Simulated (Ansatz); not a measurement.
## PbO (model cell, started as layered BN type): following an unstable mode

Wanted: the energy along a soft mode of PbO (model cell, started as layered BN type) and the structure at the end.

Method: DFT PBEsol, scalar-relativistic, plane waves, PAW, in Ansatz 0.2.0.

The raw output is cut from this account; settings, times and results stay.

The structure was built from a prototype and need not be the compound's stable phase.

## Step 1: Set-up

It takes space group P6_3/mmc (No. 194, hexagonal). Conventional cell: a = 4.239 Å, b = 4.239 Å, c = 5.243 Å, α = 90.00°, β = 90.00°, γ = 120.00°. Pb has 5 O at 2.45 to 2.62 Å nearest. O has 5 Pb at 2.45 to 2.62 Å nearest. Farther neighbours, and contacts between anions beyond the nearest, are not listed.

## Step 2: Linear response at the zone centre

The zone centre is the only wavevector solved here; it holds the modes that light can see. The response to a homogeneous field gives the Born charges and the dielectric tensor, and its change with displacement the Raman tensors.

Contents of input.yaml:

```yaml
crystal:
  lattice:
    - [4.2390597916, 2.965e-06, 0.0]
    - [-2.1195324636, 3.6711319852, 0.0]
    - [0.0, 0.0, 5.2433493857]
  atoms:
    - { symbol: Pb, position: [0.3333333333, 0.6666666667, 0.25] }
    - { symbol: Pb, position: [0.6666666667, 0.3333333333, 0.75] }
    - { symbol: O, position: [0.6666666667, 0.3333333333, 0.25] }
    - { symbol: O, position: [0.3333333333, 0.6666666667, 0.75] }
kpoints:
  mp_grid: { grid: [10, 10, 4] }
hamiltonian:
  xc: pbesol
scf:
  occupations: { method: fixed }
output:
  eigenvalues: true
phonons:
  method: dfpt
  dielectric: true
  rigid_motions: translations
  raman: true
```

Command:

```bash
$ ansatz run input.yaml --threads 4 --pin off --max-ram 7168MiB --backend cpu --events-out ev --progress --plain --runs-dir out
```

Wall time 33 min (4 threads of Arm Neoverse N1, shared host); peak memory 2.6 GiB; 69 min of CPU time.

A gap read on the k-mesh alone can miss the band edges.

Numbers from this step:

```
gap on the k-mesh                                       : 1.271 eV
volume per atom                                         : 20.40 Å³
sum-rule residual before enforcement                    : 2.49e-4 eV/Å²
miss of the charge sum rule                             : 0.009612 e
estimated error of the dielectric tensor                : 0.05237
estimated error of the Born charges                     : 0.03762 e
point group                                             : 6/mmm
highest optical mode at the zone centre (no LO-TO term) : 247.4 cm⁻¹
lowest optical zone-centre mode                         : -206.0 cm⁻¹
mean high-frequency dielectric constant                 : 9.131
largest Born charge (third of the trace)                : 2.799 e
top of the zone-centre spectrum with the field          : 343.3 cm⁻¹
```

Without the LO-TO term. Patterns of degenerate modes are one choice out of their space. The modes at Γ (shares of kinetic energy by element, %) (negative means imaginary):

```csv
mode,frequency (cm⁻¹),symmetry,Pb %,O %
1,-206.0,B1g,3,97
2,-127.7,A2u,7,93
3,0.0,acoustic,93,7
4,0.0,acoustic,93,7
5,0.0,acoustic,93,7
6,57.8,E2g,90,10
7,57.8,E2g,90,10
8,102.2,B1g,97,3
9,217.8,E2g,10,90
10,217.8,E2g,10,90
11,247.4,E1u,7,93
12,247.4,E1u,7,93
```

Displacements in mode 1 (-206.0 cm⁻¹), the largest set to 1:
```
Pb1  0.00  0.00 -0.05
Pb2  0.00  0.00  0.05
O3   0.00  0.00 -1.00
O4   0.00  0.00  1.00
```

Displacements in mode 12 (247.4 cm⁻¹), the largest set to 1:
```
Pb1 -0.08  0.00  0.00
Pb2 -0.08  0.00  0.00
O3   1.00  0.00  0.00
O4   1.00  0.00  0.00
```

Before it was imposed, the acoustic sum rule was missed by 2.5e-4 eV/Å² and the charge sum rule by 0.0096 e. Small misses are needed for a sound result but don't prove that mesh and cutoff are converged. The lowest optical mode is imaginary, 206.0i cm⁻¹, so the energy falls along it.

The log warns of the k mesh: “the force constants stand on the 10×10×4 k-mesh, whose period is 9.53 times the interband length at k = (0.3000, 0.3000, -0.5000), direct gap 1.271 eV, under 14: take them and everything formed from them as unconverged”.

## Step 3: The mode frozen in, largest atomic shift 0 Å

The mode followed lies at Γ with frequency 206.0i cm⁻¹, the softest among the wavevectors solved. At small amplitude the pattern taken leaves space group no. 164 by a symmetry search on the positions. The undistorted cell that holds it gives the zero of energy on the same k mesh.

input.yaml, as its differences from that of step 2:

```diff
@@ -15,9 +15,6 @@
 scf:
-  occupations: { method: fixed }
+  occupations: { method: gaussian, width: 0.02 }
 output:
+  forces: true
+  stress: true
   eigenvalues: true
-phonons:
-  method: dfpt
-  dielectric: true
-  rigid_motions: translations
-  raman: true
```

The job ended after 7.2 s (4 threads; peak memory 0.4 GiB).

Numbers from this step:

| Item | Value |
| --- | --- |
| pressure | 0.002798 GPa |
| energy from the undistorted cell | 0 meV/atom |

At this level the gap is 1.27 eV on the k-mesh of the self-consistent run, which can miss the band edges.

## Step 4: The mode frozen in, largest atomic shift 0.32 Å

The atoms are moved along the unstable eigenvector, the largest shift by 0.32 Å, with the cell fixed.

input.yaml, the sections that differ from step 3:

```yaml
crystal:
  lattice:
    - [4.2390597916, 2.965e-06, 0.0]
    - [-2.1195324636, 3.6711319852, 0.0]
    - [0.0, 0.0, 5.2433493857]
  atoms:
    - { symbol: Pb, position: [0.3333333333, 0.6666666667, 0.246844441] }
    - { symbol: Pb, position: [0.6666666667, 0.3333333333, 0.753155559] }
    - { symbol: O, position: [0.6666666667, 0.3333333333, 0.1889703076] }
    - { symbol: O, position: [0.3333333333, 0.6666666667, 0.8110296924] }
# kpoints, hamiltonian, scf, output: as in step 3
```

Wall time 8.3 s (4 threads); peak memory 0.4 GiB; 12 s of CPU time.

Numbers from this step:

| Item | Value |
| --- | --- |
| pressure | 0.7578 GPa |
| gap on the k-mesh | 0.9477 eV |
| energy from the undistorted cell | -41.02 meV/atom |

The energy, extrapolated to zero smearing, is -41.02 meV/atom against the undistorted cell.

The run ends at a pressure of 0.76 GPa, with forces up to 0.20 eV/Å.

## Step 5: Energy along the mode, all amplitudes (two of the runs are shown above)

An imaginary frequency means negative curvature, so the energy should fall and then rise again as anharmonic terms take over.

This step gave:

```
depth at the lowest point sampled  : 41.02 meV/atom
largest atomic shift at that point : 0.32 Å
```

Energy from the parent against largest atomic shift:

```csv
largest atomic shift (Å),energy from the parent (meV/atom)
0.000,0
0.040,-1.03
0.080,-4.03
0.140,-11.7
0.220,-25.6
0.320,-41.0
0.450,-30.9
0.600,101
```

Displacement at unit largest shift by atom:

```csv
atom,x (Å),y (Å),z (Å),size
Pb1,0.00,0.00,-0.05,0.05
Pb2,0.00,0.00,0.05,0.05
O3,0.00,0.00,-1.00,1.00
O4,0.00,0.00,1.00,1.00
```

The lowest step is at 0.32 Å, 41.0 meV/atom below the parent, and the energy rises beyond it.

## Step 6: Relaxation from the frozen mode

Starting from the lowest point found, all atoms and the cell are let go, so that strain and other modes of the same symmetry can join in.

input.yaml, as its differences from that of step 4:

```diff
@@ -15,3 +15,3 @@
 scf:
-  occupations: { method: gaussian, width: 0.02 }
+  occupations: { method: fixed }
 output:
@@ -20 +20,6 @@
   eigenvalues: true
+relax:
+  adjacent_minimum: "off"
+  f_tol: 0.002
+  max_steps: 120
+  cell: { stress_tol: 0.03 }
```

It took 2.4 min on 4 threads; peak memory 0.44 GiB; 4.4 min of CPU time.

The steps of the relaxation:

```csv
step,energy less that of the first step (eV),largest force component (eV/Å),pressure (GPa),volume (Å³)
1,0.0000,0.1952,0.76,81.60
2,-0.1266,0.2923,-0.83,84.16
3,-0.2043,0.5573,-0.18,81.92
4,-0.2363,0.7162,3.55,81.44
5,-0.2708,0.0402,-0.01,83.40
6,-0.2729,0.0305,-0.31,84.04
7,-0.2750,0.0055,0.01,83.41
8,-0.2751,0.0002,0.00,83.39
9*,-0.3195,0.0125,0.60,83.39
10,-0.3349,0.0178,0.34,84.78
11,-0.3308,0.0851,-0.62,87.98
12,-0.3357,0.0293,0.12,86.95
13,-0.3360,0.0034,-0.01,86.89
14,-0.3360,0.0002,0.00,86.88
15*,-0.3479,0.0004,0.07,86.88
16,-0.3476,0.0078,0.02,87.62
17,-0.3472,0.0045,0.01,87.87
18,-0.3471,0.0002,0.00,87.91
19*,-0.3495,0.0001,0.01,87.91
20,-0.3493,0.0000,0.00,88.07
21*,-0.3495,0.0001,0.01,88.07
```

Relaxation steps marked * repeat the geometry before them on a plane-wave basis chosen anew for their cell, so energy and pressure can jump there.

Forces are held to the 12 operations that the program found; a distortion that breaks them can't arise in this run.

```csv
cell as run,before,after,change
a (Å),4.239,3.998,-5.7 %
b (Å),4.239,3.998,-5.7 %
c (Å),5.243,6.361,+21.3 %
volume (Å³/atom),20.40,22.02,+7.9 %
```

The atoms that moved most (Å, as changes of fractional coordinates times the final cell):

```csv
atom,dx,dy,dz,length
O4,0.000,0.000,0.373,0.373
O3,0.000,0.000,-0.373,0.373
Pb1,0.000,0.000,-0.150,0.150
Pb2,0.000,0.000,0.150,0.150
```

Final coordinates:

```cif
data_structure
_symmetry_space_group_name_H-M 'P 1'
_symmetry_Int_Tables_number 1
_cell_length_a 3.9984
_cell_length_b 3.9984
_cell_length_c 6.3611
_cell_angle_alpha 90.000
_cell_angle_beta 90.000
_cell_angle_gamma 120.000
_cell_volume 88.07
loop_
_atom_site_label
_atom_site_type_symbol
_atom_site_fract_x
_atom_site_fract_y
_atom_site_fract_z
_atom_site_occupancy
Pb1 Pb 0.33333 0.66667 0.22326 1
Pb2 Pb 0.66667 0.33333 0.77674 1
O3 O 0.66667 0.33333 0.13032 1
O4 O 0.33333 0.66667 0.86968 1
```

Read from the output:

```yaml
pressure: 0.005629 GPa
gap_on_the_k_mesh: 1.313 eV
volume_per_atom: 22.02 Å³
```

The distorted start has space group P-3m1; the relaxation ends in P-3m1.

## Step 7: The new phase in its own primitive cell

The relaxed structure is symmetrised, reduced to its primitive cell and relaxed tightly, as its phonons need.

Contents of input.yaml:

```yaml
crystal:
  lattice:
    - [3.998437815, 0.0, 0.0]
    - [-1.9992189075, 3.4627487232, 0.0]
    - [0.0, 0.0, 6.3610595337]
  atoms:
    - { symbol: Pb, position: [0.3333333333, 0.6666666667, 0.2232595197] }
    - { symbol: Pb, position: [0.6666666667, 0.3333333333, 0.7767404803] }
    - { symbol: O, position: [0.6666666667, 0.3333333333, 0.1303236082] }
    - { symbol: O, position: [0.3333333333, 0.6666666667, 0.8696763918] }
kpoints:
  mp_grid: { grid: [9, 9, 4] }
hamiltonian:
  xc: pbesol
scf:
  occupations: { method: fixed }
output:
  forces: true
  stress: true
  eigenvalues: true
relax:
  adjacent_minimum: "off"
  f_tol: 0.001
  max_steps: 60
  cell: { stress_tol: 0.01 }
```

Elapsed: 24 s, on 4 threads; peak memory 0.42 GiB; 46 s of CPU time.

Relaxation path:

```csv
step,energy less that of the first step (eV),largest force component (eV/Å),pressure (GPa),volume (Å³)
1,0.0000,0.0001,0.01,88.07
2,0.0001,0.0002,0.00,88.12
3,0.0002,0.0003,0.00,88.16
4*,0.0000,0.0003,0.00,88.16
```

Relaxation steps marked * repeat the geometry before them on a plane-wave basis chosen anew for their cell, so energy and pressure can jump there.

The run keeps the 12 symmetry operations that the program found, so distortions that break them were not tested.

```csv
"conventional cell, symmetrised",before,after,change
a (Å),3.998,3.998,-0.0 %
b (Å),3.998,3.998,-0.0 %
c (Å),6.361,6.369,+0.1 %
volume (Å³/atom),22.02,22.04,+0.1 %
```

This step gave:

- pressure: 0.003022 GPa
- gap on the k-mesh: 1.388 eV
- volume per atom: 22.04 Å³
- direct gap on mesh: 1.612 eV

The largest force component left is 0.30 meV/Å and the pressure is 0.003 GPa, within the tolerances set. The cell now holds 22.04 Å³/atom.

## Step 8: Modes of the new phase, k-mesh 9×9×4

A relaxed structure may still be a saddle point, so its zone-centre modes are computed. The response to a homogeneous field gives the Born charges and the dielectric tensor, and its change with displacement the Raman tensors.

Contents of input.yaml:

```yaml
crystal:
  lattice:
    - [3.9979975497, 0.0, 0.0]
    - [-1.9989987749, 3.4623674423, 0.0]
    - [0.0, 0.0, 6.3687180539]
  atoms:
    - { symbol: Pb, position: [0.3333333333, 0.6666666667, 0.2230271325] }
    - { symbol: Pb, position: [0.6666666667, 0.3333333333, 0.7769728675] }
    - { symbol: O, position: [0.6666666667, 0.3333333333, 0.1301430359] }
    - { symbol: O, position: [0.3333333333, 0.6666666667, 0.8698569641] }
kpoints:
  mp_grid: { grid: [9, 9, 4] }
hamiltonian:
  xc: pbesol
scf:
  occupations: { method: fixed }
output:
  eigenvalues: true
phonons:
  method: dfpt
  dielectric: true
  rigid_motions: translations
  raman: true
```

The job ended after 19 min (4 threads; peak memory 2.6 GiB; 68 min of CPU time).

Numbers from this step:

```
sum-rule residual before enforcement                    : 4.61e-5 eV/Å²
miss of the charge sum rule                             : 0.004641 e
estimated error of the dielectric tensor                : 0.01755
estimated error of the Born charges                     : 0.01733 e
point group                                             : -3m
highest optical mode at the zone centre (no LO-TO term) : 410.5 cm⁻¹
lowest optical zone-centre mode                         : 70.32 cm⁻¹
mean high-frequency dielectric constant                 : 5.617
largest Born charge (third of the trace)                : 2.415 e
mean static dielectric constant                         : 10.78
top of the zone-centre spectrum with the field          : 482.4 cm⁻¹
```

Without the LO-TO term. Patterns of degenerate modes are one choice out of their space. Modes at Γ, with each element's share of the kinetic energy:

```csv
mode,frequency (cm⁻¹),symmetry,Pb %,O %
1,0.0,acoustic,93,7
2,0.0,acoustic,93,7
3,0.0,acoustic,93,7
4,70.3,Eg,99,1
5,70.3,Eg,99,1
6,131.6,A1g,100,0
7,269.0,Eu,7,93
8,269.0,Eu,7,93
9,332.5,Eg,1,99
10,332.5,Eg,1,99
11,393.2,A1g,0,100
12,410.5,A2u,7,93
```

Displacements in mode 5 (70.3 cm⁻¹), the largest set to 1:
```
Pb1 -1.00  0.05  0.00
Pb2  1.00 -0.05  0.00
O3  -0.43  0.02  0.00
O4   0.43 -0.02  0.00
```

Displacements in mode 6 (131.6 cm⁻¹), the largest set to 1:
```
Pb1  0.00  0.00  1.00
Pb2  0.00  0.00 -1.00
O3   0.00  0.00 -0.21
O4   0.00  0.00  0.21
```

Optical modes at the zone centre, without and with the macroscopic field of the longitudinal modes; each column is sorted by frequency, so a row need not hold one and the same mode. Modes with and without the field, by row:

```csv
rank among optical modes,no field (cm⁻¹),"q along (1, 0, 0) (cm⁻¹)","q along (0, 0, 1) (cm⁻¹)"
1,70.3,70.3,70.3
2,70.3,70.3,70.3
3,131.6,131.6,131.6
4,269,269,269
5,269,332.5,269
6,332.5,332.5,332.5
7,332.5,393.2,332.5
8,393.2,397.1,393.2
9,410.5,410.5,482.4
```

Born charge (rows field, columns displacement) (e), principal values of the symmetric part by kind of site:

```csv
atom,atoms with these values,low,middle,high,mean
Pb1,2,2.17,2.54,2.54,2.41
O3,2,-2.54,-2.54,-2.17,-2.41
```

In full for O3:

```
-2.54  0.00  0.00
 0.00 -2.54  0.00
 0.00  0.00 -2.17
```

High-frequency dielectric tensor:

```
5.67 0.00 0.00
0.00 5.67 0.00
0.00 0.00 5.50
```

Static dielectric tensor (ions relaxed, fixed cell):

```
12.37  0.00  0.00
 0.00 12.37  0.00
 0.00  0.00  7.60
```

Transverse modes. Infrared lines, with heights relative to the strongest:

```csv
position (cm⁻¹),label,relative intensity
70,Eg,0.0
132,A1g,0.0
269,Eu,100
332,Eg,0.0
393,A1g,0.0
410,A2u,36
```

Activity x (w_L - w)^4 (n + 1)/w, 532 nm, 300 K; the tensors are static ones, while 532 nm light lies above the computed gap, where resonance would change the heights; modes without the macroscopic field alone. Raman lines, with heights relative to the strongest:

```csv
position (cm⁻¹),label,relative intensity
70,Eg,24
132,A1g,100
269,Eu,0.0
332,Eg,27
393,A1g,17
410,A2u,0.0
```

Before it was imposed, the acoustic sum rule was missed by 4.6e-5 eV/Å² and the charge sum rule by 0.0046 e. Small misses are needed for a sound result but don't prove that mesh and cutoff are converged. The lowest optical mode is real, 70.3 cm⁻¹.

## Step 9: Results

```yaml
unstable_mode_of_the_parent: q = (0, 0, 0), 206i cm⁻¹
depth_at_the_lowest_point_sampled: 41.0 meV/atom
largest_atomic_shift_at_that_point: 0.32 Å
space_group_reached: P-3m1
energy_gained_over_the_parent_first_relaxation_on_the_mesh_of_the_frozen_mode: 128 meV/atom
volume_per_atom_phase_reached: 22.0 Å³
gap_on_the_k_mesh_phase_reached: 1.39 eV
lowest_optical_zone_centre_mode_phase_reached: 70.3 cm⁻¹
highest_optical_mode_at_the_zone_centre_no_lo_to_term_phase_reached: 410 cm⁻¹
```

Along this mode the structure falls into P-3m1, 128 meV/atom below the parent. At the parent's cell the well is 41.02 meV/atom deep on the steps tried, with its lowest point at a shift of 0.32 Å. Relaxing atoms and cell changes the gain by +87.38 meV/atom against the lowest step (energies at zero smearing). Most of the total comes from this relaxation. The new phase has no imaginary mode at the zone centre of its cell; other wavevectors were not checked. Of the 2 patterns followed from this parent, this one reaches the lowest energy. Each path keeps the symmetry of its pattern, so a lower phase may lie along a pattern not tried. With the field response the log warns that the k mesh is coarse for the force constants too, so the frequencies are to be taken as unconverged. Spin-orbit coupling is left out, which can matter for the heavy elements here. The starting cell was built on a prototype and not taken from a measurement, so the phase need not exist.

[Long decimals in the printed logs are rounded to 6 places.]

[Logs are printed without paths, hosts, clocks, repeated set-up lines and the standing remarks that a program may print on its own settings, such as how far it seeks lower states.]

[Hosts, paths, dates, database ids (printed as entryN), source tags and the programs' standing remarks are cut or masked in the printed files.]

[Where the starting crystal was built by hand or by swapping elements, it need not be the compound's stable phase.]
